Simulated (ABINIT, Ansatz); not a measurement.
# How the form of the self-energy moves the gap of BAs (F-43m)

Wanted: the gap of BAs (F-43m) under several approximations, with cost.

Main program and level: ABINIT 10.8.3; PBE and many-body steps on it, plane waves.

**What was measured.**

- Gap 1.82 eV: indirect gap from Tauc plot of optical absorption; UV-visible absorption, indirect Tauc plot; 300 K; bulk crystal (three thin as-grown single crystals with the same absorption edge) (“Photoluminescence mapping and time-domain thermo-photoluminescence for rapid imaging and measurement of thermal conductivity of boron arsenide”, 2019, arxiv:1910.07149).

- Gap 4.12 eV: direct gap from square of absorption coefficient, average of two samples; spectroscopic ellipsometry; 300 K; bulk crystal (CVT-grown opaque bulk crystals) (“Optical properties of cubic boron arsenide”, 2019, arxiv:1911.04914).

- Gap 2.02 eV: indirect gap from square root of absorption coefficient, average of three samples; transmission and reflection spectroscopy; 300 K; bulk crystal (CVT-grown platelets about 10 um thick) (“Optical properties of cubic boron arsenide”, 2019, arxiv:1911.04914).

This is a report of a sequence of runs, with most program output left out.

**1. Set-up**

The structure is cubic, space group F-43m (No. 216). Conventional cell: a = 4.777 Å, b = 4.777 Å, c = 4.777 Å, α = 90.00°, β = 90.00°, γ = 90.00°. Nearest to B lie 4 As at 2.07 Å. Nearest to As lie 4 B at 2.07 Å. Farther neighbours are not listed.

The cell and positions come from the Crystallography Open Database and are kept as given unless a step says otherwise.

**2. Empty states on the mesh, 6×6×6 mesh, 516 bands**

This step: ABINIT 10.8.3; DFT, PBE, plane waves, norm-conserving pseudopotentials.

The sums over transitions need many empty states on a uniform mesh; this step solves for them.

Contents of run.abi:

```
acell 3*1.0 Angstrom
rprim 
  -0.000000000000 2.388500000000 2.388500000000
  2.388500000000 -0.000000000000 2.388500000000
  2.388500000000 2.388500000000 -0.000000000000
ntypat 2
znucl 5 33
natom 2
typat 1 2
xred 
  0.000000000000 0.000000000000 0.000000000000
  0.250000000000 0.250000000000 0.250000000000
pp_dirpath "pseudos"
pseudos "B.upf, As.upf"
ecut 44
ngkpt 6 6 6
nshiftk 1
shiftk 0 0 0
kptopt 1
chksymbreak 0
irdden 1
istwfk *1
nband 516
prtvol 0
optdriver 6
gwr_task "HDIAGO"
paral_kgb 0
occopt 1
indata_prefix "in"
outdata_prefix "out"
tmpdata_prefix "tmp"
```

Launch:

```sh
$ OMP_NUM_THREADS=1 mpirun -n 4 abinit run.abi > log
```

Run time: 65 s. Hardware: 4 MPI ranks of Intel Xeon Platinum 8375C at 2.90GHz (Ice Lake), shared host; peak memory 1.8 GiB.

This step gave:

```yaml
gap: 1.293 eV
k_of_the_valence_top: 0, 0, 0
k_of_the_conduction_bottom: 0.3333, 0.3333, 0
least_direct_gap: 3.289 eV
k_points_computed: 16
lowest_point_of_the_top_converged_band_above_the_valence_top: 374.9317 eV
```

On this mesh the gap is 1.293 eV.

The density comes from a self-consistent run that is not shown.

**3. Screening, 6×6×6 mesh, 214 bands, screening to 283 eV**

The RPA dielectric matrix is built and inverted for each q.

This step: RPA screening on PBE, plane waves, norm-conserving pseudopotentials.

run.abi: that of step 2 with these lines changed.

```diff
@@ -20,10 +20,11 @@
 chksymbreak 0
-irdden 1
 istwfk *1
-nband 516
-prtvol 0
-optdriver 6
-gwr_task "HDIAGO"
-paral_kgb 0
 occopt 1
+irdwfk 1
+optdriver 3
+nband 214
+ecuteps 10.4
+inclvkb 2
+awtr 1
+symchi 1
 indata_prefix "in"
```

The job ended after 8.4 min (4 MPI ranks; peak memory 1.9 GiB; 34 min of CPU time).

Numbers from this step:

| Property | Result |
| --- | --- |
| ε∞ with local fields, on this mesh, along the program's q direction | 10.51 |
| the same without local fields | 11.52 |
| plasma frequency | 36.27 eV |
| plane waves in the screening matrix | 283 |

Local fields lower ε∞ by 9 %.

**4. G0W0, Godby-Needs plasmon pole**

The self-energy is evaluated for the states that the input lists, and the levels follow from it, in one-shot runs by the linearised quasiparticle equation.

This step: G0W0 on PBE, plane waves, norm-conserving pseudopotentials.

run.abi: that of step 3 with these lines changed.

```diff
@@ -23,8 +23,17 @@
 irdwfk 1
-optdriver 3
+optdriver 4
 nband 214
+gwcalctyp 0
+ecutsigx 44
+symsigma 1
+nkptgw 2
+kptgw 
+  0.0000000000 0.0000000000 0.0000000000
+  0.3333333333 0.3333333333 0.0000000000
+bdgw 
+  11 16
+  12 15
 ecuteps 10.4
-inclvkb 2
-awtr 1
-symchi 1
+irdscr 1
+ppmodel 1
 indata_prefix "in"
```

Elapsed: 64 s, on 4 MPI ranks; peak memory 1.8 GiB; 4.2 min of CPU time.

Numbers from this step:

| Property | Result |
| --- | --- |
| G0W0 gap on the points computed | 1.932 eV |
| starting gap on the mesh | 1.293 eV |
| k of the valence top | 0, 0, 0 |
| k of the conduction bottom | 0.3333, 0.3333, 0 |
| Z at the valence top | 0.807 |
| Z at the conduction bottom | 0.817 |
| least direct G0W0 gap on the computed points | 4.159 eV |

The gap on the mesh goes from 1.29 eV to 1.93 eV, a correction of +0.64 eV.

**5. G0W0, Hybertsen-Louie plasmon pole**

run.abi: that of step 4 with these lines changed.

```diff
@@ -37,3 +37,3 @@
 irdscr 1
-ppmodel 1
+ppmodel 2
 indata_prefix "in"
```

Run time: 63 s. Hardware: 4 MPI ranks; peak memory 1.8 GiB.

Numbers from this step:

```
G0W0 gap on the points computed              : 2.150 eV
starting gap on the mesh                     : 1.293 eV
k of the valence top                         : 0, 0, 0
k of the conduction bottom                   : 0.3333, 0.3333, 0
Z at the valence top                         : 0.87
Z at the conduction bottom                   : 0.875
least direct G0W0 gap on the computed points : 4.373 eV
```

Against G0W0 in ABINIT (6×6×6 mesh, 214 bands, screening to 283 eV, Godby-Needs plasmon pole), the gap moves by +0.218 eV.

**6. G0W0, von der Linden-Horsch plasmon pole**

run.abi: that of step 5 with these lines changed.

```diff
@@ -37,3 +37,3 @@
 irdscr 1
-ppmodel 2
+ppmodel 3
 indata_prefix "in"
```

Elapsed: 30 s, on 4 MPI ranks; peak memory 1.7 GiB.

Numbers from this step:

```yaml
g0w0_gap_on_the_points_computed: 2.059 eV
starting_gap_on_the_mesh: 1.293 eV
k_of_the_valence_top: 0, 0, 0
k_of_the_conduction_bottom: 0.3333, 0.3333, 0
least_direct_g0w0_gap_on_the_computed_points: 4.325 eV
```

Against G0W0 in ABINIT (6×6×6 mesh, 214 bands, screening to 283 eV, Godby-Needs plasmon pole), the gap moves by +0.127 eV.

**7. One-shot Hartree-Fock**

This step: one-shot Hartree-Fock on PBE, plane waves, norm-conserving pseudopotentials.

run.abi: that of step 6 with these lines changed.

```diff
@@ -24,4 +24,4 @@
 optdriver 4
-nband 214
-gwcalctyp 0
+nband 17
+gwcalctyp 5
 ecutsigx 44
@@ -35,5 +35,4 @@
   12 15
-ecuteps 10.4
-irdscr 1
-ppmodel 3
+ixc_sigma 40
+fftgw 31
 indata_prefix "in"
```

Elapsed: 4.8 s, on 4 MPI ranks; peak memory 0.79 GiB; 18 s of CPU time.

Numbers from this step:

| Property | Result |
| --- | --- |
| quasiparticle gap on the points computed | 6.741 eV |
| starting gap on the mesh | 1.293 eV |
| k of the valence top | 0, 0, 0 |
| k of the conduction bottom | 0.3333, 0.3333, 0 |
| least direct quasiparticle gap on the computed points | 9.328 eV |

Against G0W0 in ABINIT (6×6×6 mesh, 214 bands, screening to 283 eV, Godby-Needs plasmon pole), the gap moves by +4.809 eV.

**8. Side by side**

Times are wall times on 4 MPI ranks of Intel Xeon Platinum 8375C at 2.90GHz (Ice Lake), shared host, good to a factor of about two. A run's time includes the screening step that it read.

| run | mesh | bands | screening cutoff (eV) | DFT gap (eV) | gap on the mesh (eV) | direct (eV) | ε∞ used | time |
| --- | --- | --- | --- | --- | --- | --- | --- | --- |
| G0W0, Godby-Needs plasmon pole | 6×6×6 | 214 | 283 | 1.293 | 1.932 | 4.159 | 10.51 | 9.5 min |
| G0W0, Hybertsen-Louie plasmon pole | 6×6×6 | 214 | 283 | 1.293 | 2.150 | 4.373 | 10.51 | 9.5 min |
| G0W0, von der Linden-Horsch plasmon pole | 6×6×6 | 214 | 283 | 1.293 | 2.059 | 4.325 | 10.51 | 8.9 min |
| one-shot Hartree-Fock | 6×6×6 | - | - | 1.293 | 6.741 | 9.328 | - | 4.8 s |

**9. Results**

```json
{"G0W0, Godby-Needs plasmon pole": "1.932 eV", "G0W0, Hybertsen-Louie plasmon pole": "2.150 eV", "G0W0, von der Linden-Horsch plasmon pole": "2.059 eV", "one-shot Hartree-Fock": "6.741 eV", "known limits": "not at the basis limit; no spin-orbit coupling"}
```

In words: G0W0, Hybertsen-Louie plasmon pole: +0.218 eV against G0W0, Godby-Needs plasmon pole. G0W0, von der Linden-Horsch plasmon pole: +0.127 eV against G0W0, Godby-Needs plasmon pole. One-shot Hartree-Fock: +4.809 eV against G0W0, Godby-Needs plasmon pole. Bare exchange alone opens the gap to 6.74 eV; against G0W0, correlation takes back 4.81 eV. Against experiment, by G0W0, Godby-Needs plasmon pole: the gap of 1.93 eV lies +0.11 eV from the measured 1.82 eV (indirect, 300 K, 2019); the direct gap of 4.16 eV lies +0.04 eV from the measured 4.12 eV (direct, 300 K, 2019); the gap of 1.93 eV lies −0.09 eV from the measured 2.02 eV (indirect, 300 K, 2019). An exciton line or allowed optical edge lies below the quasiparticle gap by the binding energy; a forbidden edge can push the onset above it. These are gaps on the mesh, at modest bands and cutoff. The calculation has static nuclei and no excitons; a measured gap holds zero-point and thermal motion, which mostly lowers it. Bands and cutoff are finite, so the gap is not at the basis limit. The miss can reach some tenths of an eV and take either sign; the mesh is an error of its own. In the G0W0 runs levels were corrected at 2 k points alone, so a gap called «on the mesh» is the least over those, and an edge elsewhere would be missed. A denser mesh or path gives a starting gap of 1.21 eV: the GW mesh misses a band edge, so its gaps are not the fundamental one. The many-body steps are scalar-relativistic: spin-orbit coupling is not in them.

[Paths, hosts, dates, memory and timing lines, banners, echoed tables and standing remarks are left out of the program output.]

[Logs are printed without paths, hosts, clocks, repeated set-up lines and the standing remarks that a program may print on its own settings, such as how far it seeks lower states.]

[Runs of the session that timed out or met a known fault of the program may be left out.]

[Hosts, paths, dates, database ids (printed as entryN), source tags and the programs' standing remarks are cut or masked in the printed files.]

[G0W0 gaps are taken among the corrected bands and points alone; a level outside them can change the order at an edge.]

[Where Ansatz stands beside ABINIT at settings called matched, ABINIT's density can come from a denser mesh and the files from another edition; pairs whose starting gaps differed by over 0.03 eV were left out, so agreement reads better than it is.]
